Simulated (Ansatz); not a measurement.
# BeGa2 (built on the sites of a database entry of SrGa2): from the cell to its phonons, part 2 of 2

Task: relax BeGa2 (built on the sites of a database entry of SrGa2), then find its harmonic phonons.

Ansatz 0.2.0; DFT LDA, scalar-relativistic, plane waves, norm-conserving pseudopotentials.

So far. Step 4 (Relaxing to small forces for the phonons): The forces vanish by symmetry and the pressure is 0.000 GPa, within the tolerances set. The cell now holds 14.34 Å³/atom. The relaxed cell has a = 4.409, c = 2.556 Å (conventional setting).

The structure was built from a prototype and need not be the compound's stable phase.

### 5. Zone-centre response

The zone centre comes first: it holds the modes that light can see, as far as symmetry allows. No field response is asked, since the mesh shows no gap.

The input, input.yaml:

```yaml
crystal:
  lattice:
    - [4.4085804018, -3.75e-06, 0.0]
    - [-2.2042869533, 3.8179444975, 0.0]
    - [0.0, 0.0, 2.5559013397]
  atoms:
    - { symbol: Be, position: [0.0, 0.0, 0.0] }
    - { symbol: Ga, position: [0.3333333333, 0.6666666667, 0.5] }
    - { symbol: Ga, position: [0.6666666667, 0.3333333333, 0.5] }
kpoints:
  mp_grid: { grid: [12, 12, 16] }
hamiltonian:
  xc: lda
  pseudopotentials: { kind: nc }
scf:
  occupations: { method: methfessel_paxton, width: 0.2 }
output:
  eigenvalues: true
phonons:
  method: dfpt
```

Started as:

```
> ansatz run input.yaml --threads 8 --pin off --max-ram 14336MiB --backend cpu --events-out ev --progress --plain --runs-dir out
```

Log:

```text
[...]
Crystal: 3 atoms, lattice volume = 43.020 Å³
Basis set: ecut = 1197.300995 eV, 4011 PW (Γ), exchange–correlation on 100×100×60 points (8 copies of the dense FFT grid, shifted against one another)
Bands: 19, of which v1, the nominal top of the filled ones, is band 15 counted from 1 (14 counted from 0)
Symmetry: 24 space group operations
k-points: 632 of 2304 (irreducible under 2 space group operations, time reversal used)
[...]
SCF iter   1: F=—  HF=-4531.214584 eV  |F-HF|=—  |Δ(HF+E_count)|=         —  Δρ=3.30e-2  dr2=4.00e-1  ethr=3.10e-3  ⟨swp⟩=5.8  Hψ=58686  notcnv=0
[...]
SCF iter   9: F=-4531.054197 eV  HF=-4531.054197 eV  |F-HF|=9.09e-13  |Δ(HF+E_count)|=  2.27e-11  S|Δr|=    0.00e0  Δρ=3.48e-8  dr2=2.13e-13  ethr=1.00e-12  ⟨swp⟩=6.7  Hψ=63606  notcnv=0
SCF 1 converged in 9 iterations: F = -4531.054197 eV  dr2 = 2.13e-13
DFPT response loops at Γ: preconditioner auto → Kerker (q_TF=auto, 2.569 Å⁻¹) (partly filled bands, converged f_vac=0.000); β = 1.00, the filter's whole step (`scf.mixing.beta` (0.50) is not read by the response loops under this deck's `scf.mixing.preconditioner`; to damp them name `kerker` or `kerker_dos`, under which they read `scf.mixing.beta`, and type it under 1.00, their step now; both keys bind the ground state too); Broyden in place of MSR1
SCF converged after 9 iterations
[...]
Free energy (F): -4531.054197 eV
[...]
Internal energy: -4531.055121 eV  (E = F + TS)
E sigma→0 (E₀):  -4531.054428 eV
Entropy (-TS):   0.000924 eV (0.308 meV/atom)
Fermi energy:    11.370572 eV
[...]
--- Band table (eV; the first three rows and the last of 632) ---
  k-point 0: bands = [... 11 lower, -0.7007, 8.8008, 9.4172, 9.4172, 10.0302, 10.0302, 11.4175, 19.6602]
  k-point 1: bands = [... 11 lower, -0.6132, 8.8748, 9.5150, 9.5150, 10.1178, 10.1178, 11.4605, 18.6610]
  k-point 2: bands = [... 11 lower, -0.3485, 9.0988, 9.8053, 9.8053, 10.3798, 10.3798, 11.5856, 16.7018]
  k-point 631: bands = [... 11 lower, 6.3952, 7.4409, 8.7678, 9.0805, 9.5056, 12.0177, 15.4931, 16.0558]
--- Phonons (Γ-DFPT): 4 representative perturbations + reference, on 632 of 2304 k-points (Σ response iterations 15) ---
  k mesh reduced under 2 symmetry operations, with k and −k counted as one. Each operation leaves every solved perturbation unchanged. A smaller set is not used because it would not reduce the number of displacements times k-points to solve
  ASR residual: 3.372e-5 → 0.000e0 eV/Å²; symmetrization residual: 4.150e-4 eV/Å²
  ASR residual per site (eV/Å²): 2.93e-5 3.37e-5 3.37e-5
  Γ frequencies (cm⁻¹): -58.63 -58.63 -42.99 0.00 0.00 0.00 20.16 192.71 192.71
  non-analytic LO–TO correction: not included (Born effective charges unavailable; polar crystals: no LO–TO splitting at Γ)
```

Elapsed: 1.8 min, on 8 threads of Arm Neoverse V2, shared host; peak memory 5.4 GiB; 14 min of CPU time.

Numbers from this step:

```yaml
sum_rule_residual_before_enforcement: 3.37e-5 eV/Å²
point_group: 6/mmm
highest_optical_mode_at_the_zone_centre_no_lo_to_term: 192.7 cm⁻¹
lowest_optical_zone_centre_mode: -58.63 cm⁻¹
```

Patterns of degenerate modes are one choice out of their space. Modes at Γ, with each element's share of the kinetic energy (negative means imaginary):

| mode | frequency (cm⁻¹) | symmetry | Be % | Ga % |
| --- | --- | --- | --- | --- |
| 1 | -58.6 | E1u | 94 | 6 |
| 2 | -58.6 | E1u | 94 | 6 |
| 3 | -43.0 | A2u | 94 | 6 |
| 4 | 0.0 | acoustic | 6 | 94 |
| 5 | 0.0 | acoustic | 6 | 94 |
| 6 | 0.0 | acoustic | 6 | 94 |
| 7 | 20.2 | B1g | 0 | 100 |
| 8 | 192.7 | E2g | 0 | 100 |
| 9 | 192.7 | E2g | 0 | 100 |

Displacements in mode 1 (-58.6 cm⁻¹), the largest set to 1:
```
Be1  0.00  1.00  0.00
Ga2  0.00 -0.06  0.00
Ga3  0.00 -0.06  0.00
```

Displacements in mode 9 (192.7 cm⁻¹), the largest set to 1:
```
Be1  0.00  0.00  0.00
Ga2  0.04 -1.00  0.00
Ga3 -0.04  1.00  0.00
```

Before it was imposed, the acoustic sum rule was missed by 3.4e-5 eV/Å². Small misses are needed for a sound result but don't prove that mesh and cutoff are converged. The lowest optical mode is imaginary, 58.6i cm⁻¹, so the energy falls along it.

### 6. Response at finite wavevector

Stability and thermal properties need the whole zone. Linear response on a 2×2×2 q mesh gives force constants as far as a supercell of that size would.

Edit input.yaml of step 5 so:

```diff
@@ -20 +20,9 @@
   method: dfpt
+  qmesh: [2, 2, 2]
+  temperatures: { t_max: 1000, t_step: 50 }
+  qpath:
+    path:
+      - [[0.0, 0.0, 0.0], [0.5, 0.0, 0.0], [0.33333333, 0.33333333, 0.0], [0.0, 0.0, 0.0], [0.0, 0.0, 0.5], [0.5, 0.0, 0.5], [0.33333333, 0.33333333, 0.5], [0.0, 0.0, 0.5]]
+      - [[0.5, 0.0, 0.5], [0.5, 0.0, 0.0]]
+      - [[0.33333333, 0.33333333, 0.5], [0.33333333, 0.33333333, 0.0]]
+    npoints: 10
```

Log:

```text
Warning: phonons: the dynamical matrix that this run interpolates holds no multipole term above the dipole-dipole one, and a site of this crystal is no centre of inversion, so its interpolated transverse optical and acoustic branches and sound speeds can stay off near Gamma, and the density of states and the thermodynamics with them. What a run solves at a wave vector of phonons.qpoints, Gamma apart, where the deck admits one, is free of this, and under fd what a larger phonons.supercell samples
[...]
Crystal: 3 atoms, lattice volume = 43.020 Å³
Basis set: ecut = 1197.300995 eV, 4011 PW (Γ), exchange–correlation on 100×100×60 points (8 copies of the dense FFT grid, shifted against one another)
Bands: 19, of which v1, the nominal top of the filled ones, is band 15 counted from 1 (14 counted from 0)
Symmetry: 24 space group operations
k-points: 171 of 2304
[...]
SCF iter   1: F=—  HF=-4531.214599 eV  |F-HF|=—  |Δ(HF+E_count)|=         —  Δρ=3.30e-2  dr2=4.00e-1  ethr=3.10e-3  ⟨swp⟩=5.8  Hψ=15821  notcnv=0
[...]
SCF iter   9: F=-4531.054197 eV  HF=-4531.054197 eV  |F-HF|=1.82e-12  |Δ(HF+E_count)|=  2.36e-11  S|Δr|=    0.00e0  Δρ=3.55e-8  dr2=2.22e-13  ethr=1.00e-12  ⟨swp⟩=6.7  Hψ=17120  notcnv=0
SCF 1 converged in 9 iterations: F = -4531.054197 eV  dr2 = 2.22e-13
[...]
SCF iter   3: F=-4531.054197 eV  HF=-4531.054197 eV  |F-HF|=4.55e-12  |Δ(HF+E_count)|=  5.46e-12  S|Δr|=    0.00e0  Δρ=1.63e-7  dr2=3.96e-12  ethr=1.00e-12  ⟨swp⟩=2.8  Hψ=8081  notcnv=0
SCF 2 converged in 3 iterations: F = -4531.054197 eV  dr2 = 3.96e-12
phonons: the bands overlap, so this run is a metal and interpolates without the dipole-dipole term. If the crystal is really an insulator or semiconductor, its LO-TO splitting is missing
NSCF: frozen V_eff on 171 k-points
WARN: eigensolver did not converge in 13 slots of this pass, the one above among them; of largest residual over every band (k=155): 1 band(s) unlocked (lowest unlocked band 18, counted from 0; max residual 2.81e-4 eV among the unlocked bands, 2.81e-4 eV over every band); of lowest unlocked band (k=57): band 18
[...]
DFPT response loops at q = (0, 0, 0) (fractional): preconditioner auto → Kerker (q_TF=auto, 2.569 Å⁻¹) (partly filled bands, converged f_vac=0.000); β = 1.00, the filter's whole step (`scf.mixing.beta` (0.50) is not read by the response loops under this deck's `scf.mixing.preconditioner`; to damp them name `kerker` or `kerker_dos`, under which they read `scf.mixing.beta`, and type it under 1.00, their step now; both keys bind the ground state too); Broyden in place of MSR1
[...]
SCF converged after 9 iterations
[...]
Free energy (F): -4531.054197 eV
[...]
Internal energy: -4531.055121 eV  (E = F + TS)
E sigma→0 (E₀):  -4531.054428 eV
Entropy (-TS):   0.000924 eV (0.308 meV/atom)
Fermi energy:    11.370572 eV
[...]
--- Band table (eV; the first three rows and the last of 171) ---
  k-point 0: bands = [... 11 lower, -0.7007, 8.8008, 9.4172, 9.4172, 10.0302, 10.0302, 11.4175, 19.6602]
  k-point 1: bands = [... 11 lower, -0.6132, 8.8748, 9.5150, 9.5150, 10.1178, 10.1178, 11.4605, 18.6610]
  k-point 2: bands = [... 11 lower, -0.3485, 9.0988, 9.8053, 9.8053, 10.3798, 10.3798, 11.5856, 16.7018]
  k-point 170: bands = [... 11 lower, 7.7348, 7.7348, 8.1228, 8.4173, 8.4173, 11.6385, 16.3155, 17.2572]
--- Phonons (Γ-DFPT): 4 representative perturbations + reference (Σ response iterations 12) ---
  ASR residual: 3.541e-5 → 0.000e0 eV/Å²; symmetrization residual: 5.428e-6 eV/Å²
  ASR residual per site (eV/Å²): 1.63e-5 3.54e-5 3.54e-5
  Γ frequencies (cm⁻¹): -58.65 -58.65 -42.99 0.00 0.00 0.00 20.16 192.71 192.71
--- Phonons (arbitrary-q DFPT): 4 irreducible q on the 2×2×2 mesh ---
  q = [0.0000, 0.0000, 0.0000] (star 1, of the zone-centre solve; hermiticity 2.27e-6, symmetrization 3.20e-7): -58.65 -58.65 -42.99 -0.00 -0.00 0.00 20.16 192.71 192.71
  q = [0.0000, 0.0000, -0.5000] (star 1, 4 solved perturbations in 1674 linear systems a pass and spin channel, the states on 666 of 2304 k-point pairs; hermiticity 1.92e-7, symmetrization 9.59e-8, the responses' own estimated error 1.5e-5 eV/Å²): -183.18 -183.18 -49.98 -49.98 119.06 155.05 155.05 197.10 235.33
[...]
sum rule: each row above includes the acoustic sum rule's correction from the zone centre's row sums; it moved no ω² by more than (0.70 cm⁻¹)²
  mesh force constants: q→R imaginary residual 1.70e-17; ASR residual 3.541e-5 → 0.000e0 eV/Å²; symmetrization residual 7.105e-15 eV/Å²
  interpolated dispersion: 93 rows × 9 modes
  density of states and harmonic sums: on the 16×16×24 q-mesh, interpolated from the force constants of a 2×2×2 supercell (no non-analytic term)
  largest difference from the sums on the solved wave vectors: F 8.98e-2 eV, S 1.36e-4 and C_V 4.76e-5 eV/K
  zero-point energy: 0.048053 eV/cell   skipped modes (ω ≤ 0): 1480, of them read as no rigid motion or as one in doubt: 1477 (3.708e0 modes/cell left out, lowest -183.18 cm⁻¹)   left out of the sums: 4.12e-1 of the cell's modes: C_V's classical limit lies that fraction below 3 k_B per atom; for a crystal, a wire or a layer, F and S can be off by more, and a phonons.interpolated_qmesh denser along its periods is the remedy for the sampling
```

The job ended after 5.4 min (8 threads; peak memory 4.6 GiB).

Numbers from this step:

| Quantity | Value |
| --- | --- |
| sum-rule residual before enforcement | 3.54e-5 eV/Å² |
| lowest frequency on the path | -183.2 cm⁻¹ |
| highest frequency on the path or at a solved wavevector | 235.3 cm⁻¹ |
| lowest optical zone-centre mode | -58.65 cm⁻¹ |
| lowest mode on the q mesh (acoustic modes at Γ apart) | -183.2 cm⁻¹ |

Frequencies (cm⁻¹) solved at each irreducible wavevector; negative means imaginary. Frequencies by wavevector, by row:

| q in reciprocal lattice units | star | mode 1 | mode 2 | mode 3 | mode 4 | mode 5 | mode 6 | mode 7 | mode 8 | mode 9 |
| --- | --- | --- | --- | --- | --- | --- | --- | --- | --- | --- |
| 0 0 0 | 1 | -58.6 | -58.6 | -43 | 0 | 0 | 0 | 20.2 | 192.7 | 192.7 |
| 0 0 -0.5 | 1 | -183.2 | -183.2 | -50 | -50 | 119.1 | 155.1 | 155.1 | 197.1 | 235.3 |
| 0 -0.5 0 | 3 | -153.4 | -117.5 | -67.5 | -51.2 | -35.2 | -34.1 | 99.7 | 172.9 | 213 |
| 0 -0.5 -0.5 | 3 | -118.7 | -71.7 | 27.6 | 83.5 | 134.6 | 182.9 | 185.9 | 216.2 | 232.7 |

Interpolated from a 2×2×2 q mesh, rough between the solved points. Phonon branches along the path, in cm⁻¹:

| point | branch 1 | branch 2 | branch 3 | branch 4 | branch 5 | branch 6 | branch 7 | branch 8 | branch 9 |
| --- | --- | --- | --- | --- | --- | --- | --- | --- | --- |
| Γ | -59 | -59 | -43 | 0 | 0 | 0 | 20 | 193 | 193 |
| halfway | -112 | -94 | -52 | -50 | -26 | -20 | 64 | 186 | 203 |
| M | -153 | -118 | -68 | -51 | -35 | -34 | 100 | 173 | 213 |
| halfway | -158 | -112 | -75 | -70 | -36 | -35 | 118 | 168 | 212 |
| K | -162 | -96 | -96 | -81 | -37 | -37 | 148 | 148 | 212 |
| halfway | -124 | -98 | -61 | -55 | -28 | -24 | 78 | 184 | 204 |
| Γ | -59 | -59 | -43 | 0 | 0 | 0 | 20 | 193 | 193 |
| halfway | -136 | -136 | -36 | -36 | 79 | 140 | 166 | 175 | 175 |
| A | -183 | -183 | -50 | -50 | 119 | 155 | 155 | 197 | 235 |
| halfway | -154 | -127 | -63 | 22 | 143 | 164 | 170 | 205 | 235 |
| L | -119 | -72 | 28 | 84 | 135 | 183 | 186 | 216 | 233 |
| halfway | -101 | -73 | -5 | 97 | 135 | 167 | 198 | 219 | 231 |
| H | -74 | -57 | -57 | 122 | 122 | 160 | 204 | 225 | 225 |
| halfway | -143 | -113 | -66 | 43 | 151 | 154 | 180 | 208 | 234 |
| A | -183 | -183 | -50 | -50 | 119 | 155 | 155 | 197 | 235 |
| jump to L | -119 | -72 | 28 | 84 | 135 | 183 | 186 | 216 | 233 |
| halfway | -91 | -87 | -70 | 46 | 93 | 151 | 165 | 166 | 198 |
| M | -153 | -118 | -68 | -51 | -35 | -34 | 100 | 173 | 213 |
| jump to H | -74 | -57 | -57 | 122 | 122 | 160 | 204 | 225 | 225 |
| halfway | -84 | -84 | -77 | 45 | 136 | 136 | 160 | 160 | 202 |
| K | -162 | -96 | -96 | -81 | -37 | -37 | 148 | 148 | 212 |

The phonon branches as a text plot (rows in cm⁻¹):

```
    227 |                      *******************       *
    209 |   **********        *    ***** ******  **  ************
    192 |***         ******  * ****   ***  **  ******      *
    174 |   ****   **      ****    *****     *   *** ****
    157 |       ***          *******    *********  **    ** *
    139 |        **        **     ******* ** **      *     ******
    122 |       *  *       *    **       *     ****  *   *** *
    105 |     **          *   **        * *        *  ***     *
     87 |    *      *     * **        **   *     *****
     70 |   *        *     *         *      *         *        *
     52 |  *          *             *               * *     *
     35 | *              **           *
     17 |**            **          *   *               *
      0 |*            ***                    *         *        *
    -18 |****        *** **             *
    -35 | *********** * ** ***    *       *   *  *      *
    -52 |*******    *****     *****  *   *    *** *   ****
    -70 | *  ****  **  * *         ***********   *************
    -87 | **     *** **                 *   *       **      *****
   -105 |  **   ******    *            *   *      ** *          *
   -122 |   ****           *       * **     *    *    ***     *
   -140 |    *      *       *       *        *        *        *
   -157 |     ******         **   **         **        **       *
   -174 |                      ****           ***
         Γ    M  K      Γ       A     L  H     A|L     M|H      K
```

Tetrahedra on a 16×16×24 mesh, mean over bins of 5 cm-1. Interpolated from a 2×2×2 q mesh, rough between the solved points. The phonon density of states by wavenumber; read off at these points:

| wavenumber (cm⁻¹) | phonon density of states (1/cm⁻¹/cell) |
| --- | --- |
| -182 | 3.6e-4 |
| -172 | 0.00252 |
| -158 | 0.00679 |
| -148 | 0.0109 |
| -138 | 0.0120 |
| -128 | 0.014 |
| -112 | 0.0295 |
| -102 | 0.0447 |
| -92 | 0.0314 |
| -82 | 0.0245 |
| -72 | 0.0753 |
| -68 | 0.0646 |
| -58 | 0.0343 |
| -48 | 0.0157 |
| -32 | 0.0123 |
| -22 | 0.00994 |
| -12 | 0.00627 |
| -2 | 0.00545 |
| 12 | 0.00556 |
| 22 | 0.00659 |
| 32 | 0.00744 |
| 42 | 0.00906 |
| 58 | 0.0135 |
| 68 | 0.0148 |
| 78 | 0.0180 |
| 88 | 0.0228 |
| 102 | 0.0225 |
| 112 | 0.0191 |
| 122 | 0.0182 |
| 138 | 0.0272 |
| 148 | 0.0161 |
| 158 | 0.0372 |
| 168 | 0.0535 |
| 182 | 0.0401 |
| 192 | 0.0397 |
| 198 | 0.0521 |
| 202 | 0.0471 |
| 212 | 0.0293 |
| 228 | 0.0146 |
| 238 | 2.2e-4 |

The partial phonon density of states has structure finer than the step of the table below, so its rows give means over 10 cm⁻¹, whole bins alone (the curve runs from -193 to 252 cm⁻¹). Peaks (cm⁻¹: height): Be -106.1: 0.0405, 19.7: 0.00517, 134.3: 0.00772; Ga -69.7: 0.0532, 61.6: 0.0194, 89.6: 0.0252, 134.3: 0.0207, 165.1: 0.0456, 181.8: 0.0445, 201.4: 0.0506.

Phonopy on the run's constants, 15x15x21 mesh, Gaussian sigma 3.2 cm-1. Interpolated from a 2×2×2 q mesh, rough between the solved points. The partial phonon density of states by wavenumber; means over each step; values in 1/cm⁻¹/cell:

```
wavenumber (cm⁻¹)       Be       Ga
             -180  0.00124        0
             -170  0.00304        0
             -160  0.00593   6.3e-6
             -150   0.0100   2.1e-5
             -140   0.0120   4.0e-5
             -130   0.0131   8.4e-5
             -120   0.0183   3.2e-4
             -110   0.0339  0.00173
             -100   0.0332  0.00212
              -90   0.0292  0.00203
              -80   0.0249   0.0142
              -70   0.0173   0.0458
              -60   0.0145   0.0244
              -50  0.00792   0.0126
              -40  0.00335  0.00999
              -30  0.00200   0.0102
              -20  0.00105  0.00456
              -10   6.7e-4  0.00444
                0   3.6e-4  0.00180
               10  0.00225  0.00590
               20  0.00432  0.00846
               30  0.00101  0.00660
               40   3.4e-4  0.00353
               50  0.00114  0.00880
               60  0.00122   0.0175
               70  0.00207   0.0116
               80  0.00339   0.0131
               90  0.00374   0.0227
              100  0.00459   0.0195
              110  0.00336   0.0134
              120  0.00659   0.0131
              130  0.00672   0.0152
              140  0.00657   0.0168
              150  0.00317   0.0146
              160  0.00511   0.0401
              170  0.00397   0.0430
              180  0.00232   0.0417
              190  0.00242   0.0399
              200  0.00228   0.0465
              210   7.6e-4   0.0331
              220   3.2e-4   0.0146
              230   3.2e-4   0.0133
              240   4.4e-5  0.00248
```

Symmetry leaves 4 wavevectors to solve. The lowest mode among them, the acoustic zeros apart, lies at q = (0, 0, -0.5) and is imaginary, 183.2i cm⁻¹, so the energy falls along it.

### 7. Isotope substitution

An isotope changes the mass and not the force constants, so no new electronic calculation is needed; the shifts show which modes move this element.

The same force constants with the mass of Ga changed from 69.723 to 70.925 u (phonopy, no LO-TO term). Both lists are sorted by frequency; levels can cross, so a row need not hold one and the same mode. Modes under 3 cm⁻¹ are left out. Isotope shifts, by row:

| q | rank | natural mass (cm⁻¹) | changed mass (cm⁻¹) |
| --- | --- | --- | --- |
| 0 0 0 | 1 | -58.65 | -58.62 |
| 0 0 0 | 2 | -58.65 | -58.62 |
| 0 0 0 | 3 | -42.99 | -42.96 |
| 0 0 0 | 7 | 20.16 | 19.99 |
| 0 0 0 | 8 | 192.7 | 191.1 |
| 0 0 0 | 9 | 192.7 | 191.1 |
| 0 0 -0.5 | 1 | -183.2 | -183.2 |
| 0 0 -0.5 | 2 | -183.2 | -183.2 |
| 0 0 -0.5 | 3 | -49.98 | -49.56 |
| 0 0 -0.5 | 4 | -49.98 | -49.56 |
| 0 0 -0.5 | 5 | 119.1 | 119.1 |
| 0 0 -0.5 | 6 | 155.1 | 153.7 |
| 0 0 -0.5 | 7 | 155.1 | 153.7 |
| 0 0 -0.5 | 8 | 197.1 | 195.4 |
| 0 0 -0.5 | 9 | 235.3 | 233.3 |
| 0 -0.5 0 | 1 | -153.4 | -153.4 |
| 0 -0.5 0 | 2 | -117.5 | -117.4 |
| 0 -0.5 0 | 3 | -67.54 | -66.97 |
| 0 -0.5 0 | 4 | -51.19 | -51.17 |
| 0 -0.5 0 | 5 | -35.17 | -34.87 |
| 0 -0.5 0 | 6 | -34.09 | -33.8 |
| 0 -0.5 0 | 7 | 99.68 | 98.88 |
| 0 -0.5 0 | 8 | 172.9 | 171.4 |
| 0 -0.5 0 | 9 | 213 | 211.3 |
| 0 -0.5 -0.5 | 1 | -118.7 | -118.7 |
| 0 -0.5 -0.5 | 2 | -71.74 | -71.13 |
| 0 -0.5 -0.5 | 3 | 27.61 | 27.6 |
| 0 -0.5 -0.5 | 4 | 83.48 | 82.77 |
| 0 -0.5 -0.5 | 5 | 134.6 | 133.7 |
| 0 -0.5 -0.5 | 6 | 182.9 | 181.4 |
| 0 -0.5 -0.5 | 7 | 185.9 | 185.4 |
| 0 -0.5 -0.5 | 8 | 216.2 | 214.3 |
| 0 -0.5 -0.5 | 9 | 232.7 | 230.8 |

A mode of this element alone would shift by -0.85 %. The highest zone-centre frequency without the field goes from 192.7 to 191.1 cm⁻¹ (-0.9 %).

### 8. Outcome

- space group after relaxation (within 0.01 Å): P6/mmm
- volume per atom: 14.3 Å³
- electronic character: no gap on this mesh
- highest optical mode at the zone centre (no LO-TO term): 193 cm⁻¹
- lowest optical zone-centre mode: -58.6 cm⁻¹
- lowest mode on the q mesh (acoustic modes at Γ apart): -183 cm⁻¹
- highest frequency on the path or at a solved wavevector: 235 cm⁻¹
- imaginary modes on the 2×2×2 q mesh: yes

In words: Modes are clearly imaginary (beyond 10i cm⁻¹) at 4 of the 4 irreducible wavevectors, most at q = (0, 0, -0.5) (183.2i cm⁻¹), so this structure is not a minimum of the energy. The optical modes at Γ span -59 to 193 cm⁻¹ (negative means imaginary). The highest mode in this list at Γ, 192.7 cm⁻¹, is mostly motion of Ga (100 % of the kinetic energy). The q mesh stands for a supercell only 5.1 Å across, so branches between the solved wavevectors are rough. With no gap, or one that is small against the smearing, the frequencies hang on the k mesh and the smearing, most of all near Kohn anomalies. A phonon run warned that its eigensolver left some bands unconverged in a pass. The starting cell was built on a prototype and not taken from a measurement, so the phase need not exist. These are harmonic frequencies at zero temperature: anharmonic shifts, linewidths and thermal expansion are left out.

[Logs are printed without paths, hosts, clocks, repeated set-up lines and the standing remarks that a program may print on its own settings, such as how far it seeks lower states.]

[Hosts, paths, dates, database ids (printed as entryN), source tags and the programs' standing remarks are cut or masked in the printed files.]
